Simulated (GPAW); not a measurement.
# Optical response of GeBi3, part 2 of 2

Aim: the dielectric function of GeBi3, and the optical constants that follow from it.

GPAW 26.7.0; DFT, PBE, plane-wave PAW (GPAW data sets), scalar-relativistic, RPA, optical limit.

So far. Step 2 (Ground state): There are states at the Fermi level within the smearing, so the occupations stay smeared and the carriers get a Drude term.

**4. Dielectric function, RPA**

Local fields let the induced charge screen the field inside the cell, which as a rule lowers ε, most along directions where the density is uneven.

This step: DFT, PBE, plane-wave PAW (GPAW data sets), scalar-relativistic, RPA, optical limit (GPAW 26.7.0).

Contents of df.py:

```python
from gpaw.response.df import DielectricFunction

df = DielectricFunction('full.gpw', frequencies={'type': 'nonlinear', 'domega0': 0.03, 'omega2': 8},
                        ecut=50,
                        eta=0.1,
                        nbands=41,
                        rate=0.05,
                        txt='df.txt')
for direction in ['x']:
    df.get_dielectric_function(xc='RPA', direction=direction, filename=f'df_{direction}.csv')
```

Launch:

```console
OMP_NUM_THREADS=1 python df.py
```

What it wrote:

```text
Using integrator: PointIntegrator
NonLinearFrequencyDescriptor(from 0.000 to 37.002 eV, 424 points)
Nonperiodic BCs:  [False False False]
Using integrator: PointIntegrator
NonLinearFrequencyDescriptor(from 0.000 to 37.002 eV, 424 points)
Nonperiodic BCs:  [False False False]
Using integrator: PointIntegrator

Calculating chi0 body with:
    Ground state adapter containing:
    Number of spins: 1
    Number of kpoints: 512
    Number of irreducible kpoints: 29
    Number of completely occupied states: 21
    Number of partially occupied states: 28

    Linear response parametrization:
    q_c: [0.0, 0.0, 0.0]
    Number of frequency points: 424
    Planewave cutoff: 50.0
    Number of bands: 41
    Number of planewaves: 89
    Broadening (eta): 0.1

Integrating chi0 body.

Symmetries of q_c:
    Direct symmetries (Uq -> q): 48
    Indirect symmetries (TUq -> q): 0
In total 48 allowed symmetries.

29 groups of equivalent kpoints. 94.3359375% reduction.

Integral kind: spectral function

Calculating chi0 optical extensions with:
    Ground state adapter containing:
    Number of spins: 1
    Number of kpoints: 512
    Number of irreducible kpoints: 29
    Number of completely occupied states: 21
    Number of partially occupied states: 28

    Linear response parametrization:
    Number of frequency points: 424
    Planewave cutoff: 50.0
    Number of bands: 41
    Number of planewaves: 89
    Broadening (eta): 0.1
Integrating chi0 head and wings.

Symmetries of q_c:
    Direct symmetries (Uq -> q): 48
    Indirect symmetries (TUq -> q): 0
In total 48 allowed symmetries.

29 groups of equivalent kpoints. 94.3359375% reduction.

Integral kind: spectral function wings

Calculating drude chi0 with:
    Number of frequency points:424
    Plasma frequency decay rate: 0.05 eV

    Ground state adapter containing:
    Number of spins: 1
    Number of kpoints: 512
    Number of irreducible kpoints: 29
    Number of completely occupied states: 21
    Number of partially occupied states: 28

Symmetries of q_c:
    Direct symmetries (Uq -> q): 48
    Indirect symmetries (TUq -> q): 0
In total 48 allowed symmetries.

29 groups of equivalent kpoints. 94.3359375% reduction.

Integral kind: intraband
Plasma frequency:
[[13.31-0.j  0.  -0.j  0.  +0.j]
 [ 0.  -0.j 13.31-0.j  0.  +0.j]
 [ 0.  +0.j  0.  +0.j 13.31-0.j]]
```

Run time: 17 s. Hardware: 1 thread of Arm Neoverse V2, shared host; peak memory 0.43 GiB.

Sum at mesh points, not converged in k. The Im ε, E ∥ x by photon energy; read off at these points:

photon energy (eV), Im ε, E ∥ x and a bar:
```
      0.5        230 ##############################
      1.0         60 ########
      1.5         20 ###
      2.0         20 ###
      2.5         14 ##
      3.0         10 #
      3.5          9 #
      4.0          2 
      4.5          4 
      5.0          5 #
      5.5          4 
      6.0          2 
      6.5          1 
      7.0          2 
      7.5          1 
      8.0          1 
      8.5          1 
      9.0          1 
      9.5          1
```

Values under 1 per cm are given as 1; sum at mesh points, not converged in k. The absorption coefficient, E ∥ x by photon energy:

```csv
photon energy (eV),"absorption coefficient, E ∥ x (1/cm)"
0.492,1.4e6
1.010,1.4e6
1.486,1.5e6
1.985,1.5e6
2.508,1.5e6
3.018,1.6e6
3.510,1.8e6
3.980,1.6e6
4.516,1.5e6
4.981,1.6e6
5.515,1.6e6
6.021,1.8e6
6.494,1.6e6
6.985,1.7e6
7.496,1.7e6
8.026,1.6e6
8.516,1.5e6
9.023,1.6e6
9.483,1.5e6
```

The reflectivity at normal incidence, E ∥ x has structure finer than the step of the table below, so its rows give means over 0.25 eV, whole bins alone (the curve runs from 0.305 to 9.75 eV). Peaks (eV: height): 2.938: 88.2, 3.980: 94.0, 5.318: 82.1, 6.387: 90.4, 8.269: 86.8, 9.088: 81.6.

Sum at mesh points, not converged in k. Reflectivity at normal incidence, E ∥ x against photon energy; means over each step:

photon energy (eV), reflectivity at normal incidence, E ∥ x (%) and a bar from the least value:
```
     0.50       97.8 ##############################
     0.75       97.1 #############################
     1.00       96.2 ############################
     1.25       95.4 ##########################
     1.50       95.4 ##########################
     1.75       92.1 ######################
     2.00       90.9 ####################
     2.25       89.3 ##################
     2.50       86.9 ##############
     2.75       84.7 ###########
     3.00       86.5 ##############
     3.25       83.2 #########
     3.50       87.6 ###############
     3.75       92.7 #######################
     4.00       93.7 ########################
     4.25       89.5 ##################
     4.50       80.6 #####
     4.75       77.7 #
     5.00       77.2 
     5.25       80.3 #####
     5.50       77.1 
     5.75       79.2 ###
     6.00       85.0 ###########
     6.25       89.0 #################
     6.50       88.1 ################
     6.75       79.3 ###
     7.00       79.7 ####
     7.25       81.1 ######
     7.50       85.6 ############
     7.75       85.1 ############
     8.00       84.3 ##########
     8.25       85.7 ############
     8.50       79.9 ####
     8.75       79.0 ###
     9.00       80.2 #####
     9.25       79.1 ###
     9.50       79.4 ###
```

Sum at mesh points, not converged in k. The Im ε, E ∥ x by photon energy; read off at these points:

```csv
photon energy (eV),without local fields,with local fields
0.50,229,230
0.75,102,102
1.00,59.6,59.8
1.25,40.8,40.3
1.50,20.8,20.3
1.75,22.6,21.8
2.00,21.0,20.4
2.25,16.0,15.0
2.50,15.7,14.4
2.75,18.6,17.0
3.00,10.8,9.90
3.25,13.6,12.7
3.50,9.13,9.39
3.75,3.84,3.84
4.00,2.31,2.19
4.25,2.94,2.58
4.50,5.11,4.33
4.75,5.62,5.09
5.00,5.57,5.11
5.25,4.26,4.14
5.50,4.26,3.88
5.75,3.88,3.85
6.00,2.43,2.49
6.25,1.45,1.44
6.50,1.13,1.04
6.75,2.21,1.99
7.00,1.82,1.70
7.25,1.67,1.66
7.50,1.01,0.983
7.75,0.990,0.920
8.00,0.980,0.891
8.25,0.723,0.653
8.50,1.05,0.870
8.75,0.969,0.866
9.00,0.857,0.765
9.25,0.881,0.750
9.50,0.712,0.622
9.75,0.701,0.599
```

Sum at mesh points, not converged in k. Loss function −Im 1/ε at q → 0, E ∥ x against energy loss; read off at these points:

```csv
energy loss (eV),"loss function −Im 1/ε at q → 0, E ∥ x"
0.500,3.9e-4
0.750,7.7e-4
1.000,0.00142
1.250,0.00207
1.500,0.00233
1.750,0.00524
2.000,0.00638
2.250,0.00924
2.500,0.0119
2.750,0.0150
3.000,0.0127
3.250,0.0183
3.500,0.0129
3.750,0.00822
4.000,0.00812
4.250,0.0163
4.500,0.0356
4.750,0.0413
5.000,0.0438
5.250,0.0350
5.500,0.0485
5.565,0.0522
5.750,0.0397
6.000,0.0293
6.250,0.0237
6.500,0.0269
6.710,0.0599
6.750,0.0591
7.000,0.0531
7.250,0.0520
7.500,0.0396
7.750,0.0460
8.000,0.0529
8.250,0.0475
8.500,0.0848
8.578,0.0922
8.750,0.0838
9.000,0.0832
9.250,0.101
9.284,0.102
9.500,0.0981
9.617,0.111
9.750,0.108
```

From ε follow the optical constants at some laser and lamp lines:

```csv
wavelength (nm),n,k,R (%),1/α
1550,2.30,17.715,97.2,7.0 nm
1064,1.84,12.190,95.3,6.9 nm
633,1.48,7.460,90.4,6.8 nm
450,1.51,5.609,84.0,6.4 nm
365,1.18,5.081,84.6,5.7 nm
308,0.27,3.986,93.9,6.1 nm
248,0.80,3.186,76.1,6.2 nm
```

A polished face would reflect 89 % of daylight and look near white (CIE x = 0.319, y = 0.334 under D65).

**5. What came out**

At this level (PBE, RPA) GeBi3 is a metal. The mesh is too coarse to trust the carriers' weight, the reflectivity or the colour to better than tens of per cent. A polished face would reflect 89 % of daylight and look near white (CIE x = 0.319, y = 0.334 under D65). The carriers' damping of 0.05 eV is typed, not computed; it shapes the response at the lowest energies. Spin-orbit coupling is left out although heavy atoms are present. The curves end at 10 eV, about where the summed bands run out. GPAW's carrier term has the form −ωp²/(ω + i·rate)², which damps like twice the rate and fails at low energy, so the curves leave the lowest energies out. The sum runs over mesh points 0.18 Å⁻¹ apart with no interpolation, so peaks are partly noise of the mesh, and the Drude plasma energy, a sum over the Fermi surface, isn't converged.

[Machine, clock and banner lines and Python warnings are left out of the logs.]

[Logs are printed without paths, hosts, clocks, repeated set-up lines and the standing remarks that a program may print on its own settings, such as how far it seeks lower states.]

[Hosts, paths, dates, database ids (printed as entryN), source tags and the programs' standing remarks are cut or masked in the printed files.]
